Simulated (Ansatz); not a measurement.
**Binding across the interface in twisted silicene bilayer, 87.80° (52 atoms)**

How much energy holds the two parts of twisted silicene bilayer, 87.80° (52 atoms) together, and how does it fall off with distance?

Calculated with Ansatz 0.2.0; Kohn-Sham DFT, PBE+D4, PAW (set soft_2), plane waves.

**1. Starting point**

The cell holds 52 atoms: 52 Si. Its edges and angles: a = 13.917 Å, b = 13.917 Å, c = 16.170 Å, α = 90.0°, β = 90.0°, γ = 120.0°. It derives from Si (silicene). Silicene (a = 3.86 Å) under silicene (a = 3.86 Å), bilayer, commensurate cell of 13 unit cells a layer, twist 87.80 deg; facing planes 3.29 Å apart; 12 Å of vacuum; layers as built, displaced by a Gaussian of 0.01 Å. Regions: layer 1, 26 atoms (26 Si); layer 2, 26 atoms (26 Si). Vacuum lies along c.

**2. Single point at the start**

The forces at the start show how far the geometry lies from a minimum of this functional.

The input, input.yaml:

```yaml
crystal:
  lattice:
    - [13.9174, 0.0, 0.0]
    - [-6.9587, 12.05282, 0.0]
    - [0.0, 0.0, 16.17]
  atoms:
    - { symbol: Si, position: [0.12894, 0.17973, 0.39789] }
    - { symbol: Si, position: [0.18031, 0.0511, 0.37144] }
    - { symbol: Si, position: [0.20613, 0.48893, 0.3994] }
    - { symbol: Si, position: [0.25679, 0.35987, 0.37024] }
    - { symbol: Si, position: [0.28144, 0.79494, 0.39853] }
    - { symbol: Si, position: [0.33391, 0.66676, 0.37143] }
    - { symbol: Si, position: [0.36016, 0.10385, 0.39871] }
    - { symbol: Si, position: [0.41008, 0.97401, 0.37104] }
    - { symbol: Si, position: [0.43611, 0.411, 0.39818] }
    - { symbol: Si, position: [0.48733, 0.28145, 0.37121] }
    - { symbol: Si, position: [0.51199, 0.71784, 0.39861] }
    - { symbol: Si, position: [0.56533, 0.59084, 0.37099] }
    - { symbol: Si, position: [0.59064, 0.02701, 0.39878] }
    - { symbol: Si, position: [0.64124, 0.89707, 0.37217] }
    - { symbol: Si, position: [0.66637, 0.33331, 0.39813] }
    - { symbol: Si, position: [0.71869, 0.2058, 0.37151] }
    - { symbol: Si, position: [0.74492, 0.64165, 0.39839] }
    - { symbol: Si, position: [0.79515, 0.51159, 0.37186] }
    - { symbol: Si, position: [0.82153, 0.94813, 0.39801] }
    - { symbol: Si, position: [0.8709, 0.82115, 0.37176] }
    - { symbol: Si, position: [0.89622, 0.25443, 0.39707] }
    - { symbol: Si, position: [0.94844, 0.12672, 0.3701] }
    - { symbol: Si, position: [0.97505, 0.56449, 0.39845] }
    - { symbol: Si, position: [0.02589, 0.43519, 0.3699] }
    - { symbol: Si, position: [0.05131, 0.87036, 0.39828] }
    - { symbol: Si, position: [0.103, 0.74425, 0.37069] }
    - { symbol: Si, position: [0.25574, 0.89744, 0.62885] }
    - { symbol: Si, position: [0.20446, 0.71796, 0.60098] }
    - { symbol: Si, position: [0.33121, 0.66641, 0.62893] }
    - { symbol: Si, position: [0.28244, 0.4863, 0.60211] }
    - { symbol: Si, position: [0.56353, 0.97414, 0.62786] }
    - { symbol: Si, position: [0.51151, 0.7937, 0.60021] }
    - { symbol: Si, position: [0.17945, 0.129, 0.62866] }
    - { symbol: Si, position: [0.12747, 0.94756, 0.60162] }
    - { symbol: Si, position: [0.40885, 0.43524, 0.62877] }
    - { symbol: Si, position: [0.35931, 0.25624, 0.60188] }
    - { symbol: Si, position: [0.6406, 0.74489, 0.62921] }
    - { symbol: Si, position: [0.58944, 0.56449, 0.60173] }
    - { symbol: Si, position: [0.87229, 0.05092, 0.62879] }
    - { symbol: Si, position: [0.82057, 0.87221, 0.60224] }
    - { symbol: Si, position: [0.48662, 0.20553, 0.62951] }
    - { symbol: Si, position: [0.43549, 0.0256, 0.6012] }
    - { symbol: Si, position: [0.71759, 0.5136, 0.62794] }
    - { symbol: Si, position: [0.66584, 0.33323, 0.60223] }
    - { symbol: Si, position: [0.95026, 0.82097, 0.62914] }
    - { symbol: Si, position: [0.89776, 0.63999, 0.60243] }
    - { symbol: Si, position: [0.79499, 0.28178, 0.6289] }
    - { symbol: Si, position: [0.74289, 0.10175, 0.60108] }
    - { symbol: Si, position: [0.02575, 0.58971, 0.62932] }
    - { symbol: Si, position: [0.97365, 0.41026, 0.60087] }
    - { symbol: Si, position: [0.10316, 0.35826, 0.62893] }
    - { symbol: Si, position: [0.05032, 0.17862, 0.60216] }
kpoints:
  mp_grid: { grid: [3, 3, 1] }
hamiltonian:
  xc: pbe
  dispersion: d4
scf:
  occupations: { method: fermi_dirac, width: 0.025 }
output:
  forces: true
```

Command:

```bash
$ ansatz run input.yaml --threads 4 --pin off --max-ram 15872MiB --backend cpu --events-out ev --progress --plain --runs-dir out
```

Numbers of over 12 decimals in the logs are rounded to 6 here.

The program printed:

```text
Engine: ansatz 0.2.0, aarch64-unknown-linux-gnu
Pseudopotentials: kind: paw
Pseudopotential: Si, paw, valence charge 4, recommended cutoff 420 eV (normal), Si.paw.azcp
Functional definition: PBE
  parameter kappa = 0.804
  parameter beta = 0.066725
  exchange = pbe_x(kappa = kappa, mu = beta*pi^2/3)
  correlation = pbe_c(beta = beta)
Crystal: 52 atoms, lattice volume = 2712.419 Å³
Basis set: ecut = 420 eV, 53041 PW (Γ), exchange–correlation on 192×192×240 points (8 copies of the dense FFT grid, shifted against one another)
Bands: 156, of which v1, the nominal top of the filled ones, is band 104 counted from 1 (103 counted from 0)
Symmetry: 1 space group operations
Space group: P1 (ITA 1), of the structure as read, at distance tolerance 1.4e-4 Å
k-points: 5 of 9 (time reversal used)
Non-local potential: Si, projectors of the file, l = 0: 2, l = 1: 2, l = 2: 2
PAW form: soft (Blöchl's): semilocal exchange-correlation on the pseudo side does not see the compensation charge
PAW one-centre angular grid: Si, 110 points (default); XC on 64 Gauss nodes
Initial density: superposition of atomic densities (neutral atoms: chi_scale 0, normalization atom), corrected by the library's trained network
Initial wavefunctions: pseudopotential atomic-orbital guess
Functional: x = pbe(κ = 0.804, μ = 0.219515), c = pbe(β = 0.066725)
SCF iter   1: F=—  HF=-33044.987013 eV  |F-HF|=—  |Δ(HF+E_count)|=         —  Δρ=1.80e-3  dr2=2.18e-1  ethr=1.77e-3  ⟨swp⟩=7.4  Hψ=4101  notcnv=0  defer=116
preconditioner: auto → LDOS  [metal: Δε(μ)=0.003 eV  Ē_g=7.058 eV  σ=0.025 eV  W_gap=0.03  n_scr=236 (ndim 8)  ℏωp=10.3 eV  f_vac=0.473  D(μ)=18.74/eV (n_scr^D=70)  β→1.0]
SCF iter   2: F=—  HF=-33045.016391 eV  |F-HF|=—  |Δ(HF+E_count)|=   2.94e-2  Δρ=1.05e-3  dr2=1.24e-1  ethr=1.05e-4  ⟨swp⟩=3.0  Hψ=1508  notcnv=0  defer=213
SCF iter   3: F=—  HF=-33044.995882 eV  |F-HF|=—  |Δ(HF+E_count)|=   2.05e-2  Δρ=3.47e-4  dr2=1.28e-2  ethr=5.97e-5  ⟨swp⟩=3.0  Hψ=1043  notcnv=0  defer=213
SCF iter   4: F=—  HF=-33044.994742 eV  |F-HF|=—  |Δ(HF+E_count)|=   1.14e-3  Δρ=1.36e-4  dr2=1.78e-3  ethr=6.14e-6  ⟨swp⟩=2.0  Hψ=941  notcnv=0  defer=213
SCF iter   5: F=—  HF=-33044.994608 eV  |F-HF|=—  |Δ(HF+E_count)|=   1.33e-4  Δρ=6.99e-5  dr2=5.05e-4  ethr=8.54e-7  ⟨swp⟩=2.0  Hψ=1050  notcnv=0  defer=213
SCF iter   6: F=—  HF=-33044.994575 eV  |F-HF|=—  |Δ(HF+E_count)|=   3.30e-5  Δρ=3.03e-5  dr2=1.17e-4  ethr=2.43e-7  ⟨swp⟩=2.2  Hψ=888  notcnv=0  defer=213
SCF iter   7: F=—  HF=-33044.994582 eV  |F-HF|=—  |Δ(HF+E_count)|=   6.43e-6  Δρ=1.57e-5  dr2=3.66e-5  ethr=5.63e-8  ⟨swp⟩=2.8  Hψ=938  notcnv=0  defer=213
SCF iter   8: F=—  HF=-33044.994698 eV  |F-HF|=—  |Δ(HF+E_count)|=   1.16e-4  Δρ=9.58e-6  dr2=9.67e-6  ethr=1.76e-8  ⟨swp⟩=2.0  Hψ=1061  notcnv=0  defer=213
SCF iter   9: F=—  HF=-33044.994697 eV  |F-HF|=—  |Δ(HF+E_count)|=   4.26e-7  Δρ=5.19e-6  dr2=3.13e-6  ethr=4.65e-9  ⟨swp⟩=2.0  Hψ=870  notcnv=0  defer=213
SCF iter  10: F=—  HF=-33044.994697 eV  |F-HF|=—  |Δ(HF+E_count)|=   2.77e-7  Δρ=2.43e-6  dr2=5.70e-7  ethr=1.50e-9  ⟨swp⟩=2.0  Hψ=829  notcnv=0  defer=213
SCF iter  11: F=-33044.994697 eV  HF=-33044.994697 eV  |F-HF|=1.32e-9  |Δ(HF+E_count)|=   7.76e-9  Δρ=9.61e-7  dr2=5.92e-8  ethr=4.81e-11  ⟨swp⟩=3.0  Hψ=2797  notcnv=0
SCF 1 converged in 11 iterations: F = -33044.994697 eV  dr2 = 5.92e-8
  greatest PAW one-centre occupation: 0.651 electrons in one spin orbital (limit 2), on the Si atom at site 48 (counted from 0), in its partial waves of l = 0
SCF converged after 11 iterations
Free energy (F): -33044.994697 eV
Harris-Foulkes:  -33044.994697 eV  (|F-HF|=1.32e-9)
Internal energy: -33044.959270 eV  (E = F + TS)
E sigma→0 (E₀):  -33044.976984 eV
Entropy (-TS):   -0.035427 eV (-0.681 meV/atom)
Fermi energy:    -0.446489 eV
--- Per-component energies (eV) ---
  E_band       = -1120.038789
  E_kinetic    = 2030.054203
  E_local      = -23093.579669  (includes V_loc(G=0)·N_el)
  E_nonlocal   = 1360.141721
  E_hartree    = 10539.092011
  E_xc         = -2827.740461
  E_vxc        = -2371.741148  (∫ρ·V_xc dr)
  E_paw        = -26659.127078  (= ΣΔE_a)
  E_vpaw       = -123.094729  (= ΣTr[D̂ρ^β])
  E_aug_tail   = 0.000329  (compensation charges beyond the density's cutoff)
  E_ewald      = 5621.728399
  E_disp       = -15.528726  (pairwise vdW)
  E_smearing   = -0.035427  (= −TS)
  E_closure    = 0.000000  (closes the sum)
  Σ components = -33044.994697   (vs F -33044.994697, Δ=0.00e0)
--- Forces (eV/Å), atoms counted from 1 ---
  atom   1  Si    -0.05745778     0.16975830     0.40274445
  atom   2  Si     0.09874021    -0.03681983    -0.02820850
  atom   3  Si    -0.01704354    -0.27340349     0.38548144
  atom   4  Si    -0.04053349    -0.10256484    -0.02069464
  atom   5  Si     0.21917315    -0.05680567     0.42603457
  atom   6  Si    -0.23813889     0.15562193    -0.21885980
  atom   7  Si    -0.09136825    -0.29934579     0.30064636
  atom   8  Si    -0.02240620     0.04803356     0.00780457
  atom   9  Si     0.18229302    -0.24687331     0.26323626
  atom  10  Si    -0.27255393     0.39180655    -0.14604742
  atom  11  Si     0.20021699     0.03673431     0.44861989
  atom  12  Si    -0.06513372     0.03746108     0.01266102
  atom  13  Si     0.14512570    -0.09370857     0.26721605
  atom  14  Si     0.04174521     0.21322032    -0.03408325
[...]
atom  51  Si    -0.30700877    -0.04367446     0.01096173
  atom  52  Si     0.11543060     0.31321651    -0.48177229
  max |Σ_I F_I| component: 2.94e-5 eV/Å
```

Wall time 96 s (4 threads of Arm Neoverse V1, shared host); peak memory 7 GiB.

The column dr2 measures how far the density is from self-consistency, as an energy; F and HF (Harris–Foulkes) agree once it is small.

The r.m.s. force at the start is 0.23 eV/Å.

**3. Relaxation**

The atoms are relaxed in the fixed cell, aiming at the force tolerance of the input.

The input, input.yaml:

```yaml
crystal:
  lattice:
    - [13.9174, 0.0, 0.0]
    - [-6.9587, 12.05282, 0.0]
    - [0.0, 0.0, 16.17]
  atoms:
    [... the 52 atom lines of step 2 ...]
kpoints:
  mp_grid: { grid: [3, 3, 1] }
hamiltonian:
  xc: pbe
  dispersion: d4
scf:
  occupations: { method: fermi_dirac, width: 0.025 }
output:
  forces: true
relax:
  f_tol: 0.05
  max_steps: 120
```

The program printed:

```text
[...]
Crystal: 52 atoms, lattice volume = 2712.419 Å³
Basis set: ecut = 420 eV, 53041 PW (Γ), exchange–correlation on 192×192×240 points (8 copies of the dense FFT grid, shifted against one another)
Bands: 156, of which v1, the nominal top of the filled ones, is band 104 counted from 1 (103 counted from 0)
Symmetry: 1 space group operations
[...]
k-points: 5 of 9 (time reversal used)
[...]
SCF iter   1: F=—  HF=-33044.987014 eV  |F-HF|=—  |Δ(HF+E_count)|=         —  Δρ=1.80e-3  dr2=2.18e-1  ethr=1.77e-3  ⟨swp⟩=7.4  Hψ=4101  notcnv=0  defer=116
[...]
SCF iter   6: F=—  HF=-33044.994706 eV  |F-HF|=—  |Δ(HF+E_count)|=   2.17e-5  Δρ=3.02e-5  dr2=1.17e-4  ethr=2.39e-7  ⟨swp⟩=2.6  Hψ=954  notcnv=0  defer=213
SCF iter   7: F=-33044.994672 eV  HF=-33044.994700 eV  |F-HF|=2.82e-5  |Δ(HF+E_count)|=   6.22e-6  Δρ=1.56e-5  dr2=3.55e-5  ethr=3.00e-8  ⟨swp⟩=3.0  Hψ=2389  notcnv=0
SCF 1 converged in 7 iterations: F = -33044.994672 eV  dr2 = 3.55e-5
[...]
relax step   1: F+E_penalty+E_count = -33044.99467183 eV  Δ(F+E_penalty+E_count) = +0.000e0 eV  max|allowed force component| = 6.880e-1 eV/Å  Δτ_max = 0.0000 Å  (7 SCF iters, dr2 threshold 6.25e-5 eV, accepted)
[... from here on, the SCF cycles and remarks between the steps are left out ...]
relax step   2: F+E_penalty+E_count = -33046.65828369 eV  Δ(F+E_penalty+E_count) = -1.664e0 eV  max|allowed force component| = 5.995e-1 eV/Å  Δτ_max = 0.1941 Å  (7 SCF iters, dr2 threshold 2.96e-5 eV, accepted)
relax step   3: F+E_penalty+E_count = -33047.88873542 eV  Δ(F+E_penalty+E_count) = -1.230e0 eV  max|allowed force component| = 7.487e-1 eV/Å  Δτ_max = 0.1945 Å  (6 SCF iters, dr2 threshold 2.25e-5 eV, accepted)
relax step   4: F+E_penalty+E_count = -33048.60541020 eV  Δ(F+E_penalty+E_count) = -7.167e-1 eV  max|allowed force component| = 8.262e-1 eV/Å  Δτ_max = 0.1995 Å  (6 SCF iters, dr2 threshold 1.00e-4 eV, accepted)
relax step   5: F+E_penalty+E_count = -33049.45291488 eV  Δ(F+E_penalty+E_count) = -8.475e-1 eV  max|allowed force component| = 4.202e-1 eV/Å  Δτ_max = 0.1935 Å  (6 SCF iters, dr2 threshold 1.00e-4 eV, accepted)
relax step   6: F+E_penalty+E_count = -33049.76486921 eV  Δ(F+E_penalty+E_count) = -3.120e-1 eV  max|allowed force component| = 3.900e-1 eV/Å  Δτ_max = 0.1951 Å  (8 SCF iters, dr2 threshold 4.57e-5 eV, accepted)
relax step   7: F+E_penalty+E_count = -33049.96601153 eV  Δ(F+E_penalty+E_count) = -2.011e-1 eV  max|allowed force component| = 4.413e-1 eV/Å  Δτ_max = 0.0583 Å  (6 SCF iters, dr2 threshold 3.93e-5 eV, accepted)
relax step   8: F+E_penalty+E_count = -33049.71566161 eV  Δ(F+E_penalty+E_count) = +2.503e-1 eV  max|allowed force component| = 1.060e0 eV/Å  Δτ_max = 0.1718 Å  (7 SCF iters, dr2 threshold 1.00e-4 eV, rejected (line search))
relax step   9: F+E_penalty+E_count = -33050.20779568 eV  Δ(F+E_penalty+E_count) = -2.418e-1 eV  max|allowed force component| = 3.093e-1 eV/Å  Δτ_max = 0.0859 Å  (10 SCF iters, accepted)
relax step  10: F+E_penalty+E_count = -33050.22829522 eV  Δ(F+E_penalty+E_count) = -2.050e-2 eV  max|allowed force component| = 4.710e-1 eV/Å  Δτ_max = 0.0956 Å  (7 SCF iters, dr2 threshold 4.70e-5 eV, accepted)
relax step  11: F+E_penalty+E_count = -33050.24643539 eV  Δ(F+E_penalty+E_count) = -1.814e-2 eV  max|allowed force component| = 1.847e-1 eV/Å  Δτ_max = 0.1500 Å  (6 SCF iters, dr2 threshold 1.00e-4 eV, accepted)
relax step  12: F+E_penalty+E_count = -33050.28206954 eV  Δ(F+E_penalty+E_count) = -3.563e-2 eV  max|allowed force component| = 1.700e-1 eV/Å  Δτ_max = 0.0735 Å  (7 SCF iters, dr2 threshold 5.24e-6 eV, accepted)
relax step  13: F+E_penalty+E_count = -33050.19074332 eV  Δ(F+E_penalty+E_count) = +9.133e-2 eV  max|allowed force component| = 3.333e-1 eV/Å  Δτ_max = 0.2000 Å  (8 SCF iters, dr2 threshold 4.44e-6 eV, rejected (line search))
relax step  14: F+E_penalty+E_count = -33050.27415283 eV  Δ(F+E_penalty+E_count) = +7.917e-3 eV  max|allowed force component| = 2.174e-1 eV/Å  Δτ_max = 0.0561 Å  (10 SCF iters, rejected (line search))
relax step  15: F+E_penalty+E_count = -33050.29042289 eV  Δ(F+E_penalty+E_count) = -8.353e-3 eV  max|allowed force component| = 5.510e-2 eV/Å  Δτ_max = 0.0273 Å  (8 SCF iters, accepted)
relax step  16: F+E_penalty+E_count = -33050.29030213 eV  Δ(F+E_penalty+E_count) = +1.208e-4 eV  max|allowed force component| = 3.635e-2 eV/Å  Δτ_max = 0.0335 Å  (8 SCF iters, accepted)
relax step  17: F+E_penalty+E_count = -33050.29132609 eV  Δ(F+E_penalty+E_count) = -1.024e-3 eV  max|allowed force component| = 5.494e-2 eV/Å  Δτ_max = 0.0272 Å  (8 SCF iters, accepted)
relax step  18: F+E_penalty+E_count = -33050.29213867 eV  Δ(F+E_penalty+E_count) = -8.126e-4 eV  max|allowed force component| = 9.471e-3 eV/Å  Δτ_max = 0.0073 Å  (7 SCF iters, accepted)
dispersion: the relaxed geometry stands within reach of a switch of an atom's C6, across which e_disp changes (each atom's share, over what another start of this relaxation can change, on this fixed cell, each atom moved by 0.025 Å at the most, [...]
SCF converged after 7 iterations
Free energy (F): -33050.292139 eV
[...]
Internal energy: -33050.257637 eV  (E = F + TS)
E sigma→0 (E₀):  -33050.274888 eV
Entropy (-TS):   -0.034501 eV (-0.663 meV/atom)
Fermi energy:    -0.470594 eV
[...]
Σ components = -33050.292139   (vs F -33050.292139, Δ=0.00e0)
--- Forces (eV/Å), atoms counted from 1 ---
  atom   1  Si     0.00308181    -0.00133954     0.00328166
  atom   2  Si    -0.00048867     0.00088406     0.00859244
  atom   3  Si    -0.00023182    -0.00247862    -0.00223822
  atom   4  Si     0.00286612     0.00222766     0.00115841
[...]
atom  52  Si    -0.00302975     0.00298153    -0.00060644
  max |Σ_I F_I| component: 7.98e-6 eV/Å
--- Relaxed structure (18 steps of the walk, 15 accepted, 0 SCFs on fresh bases) ---
  F+E_penalty+E_count = -33050.29213867 eV   max|allowed force component| = 9.471e-3 eV/Å
  atoms:
    - { symbol: Si, position: [0.133667, 0.194865, 0.428423] }
    - { symbol: Si, position: [0.184294, 0.057157, 0.409998] }
    - { symbol: Si, position: [0.217734, 0.491044, 0.428205] }
    - { symbol: Si, position: [0.252568, 0.360813, 0.364343] }
[...]
- { symbol: Si, position: [0.061193, 0.194783, 0.571266] }
```

Wall time 19 min (4 threads); peak memory 7.1 GiB.

The program notes that the dispersion model switches parameters near this geometry. Further notices: relaxed geometry near dispersion switch.

The relaxation converged after 18 steps, 5.30 eV below its start, with a largest force component of 0.0095 eV/Å.

(Continued in part 2 of 3.)

[Logs are printed without paths, hosts, clocks, repeated set-up lines and the standing remarks that a program may print on its own settings, such as how far it seeks lower states.]

[Hosts, paths, dates, database ids (printed as entryN), source tags and the programs' standing remarks are cut or masked in the printed files.]
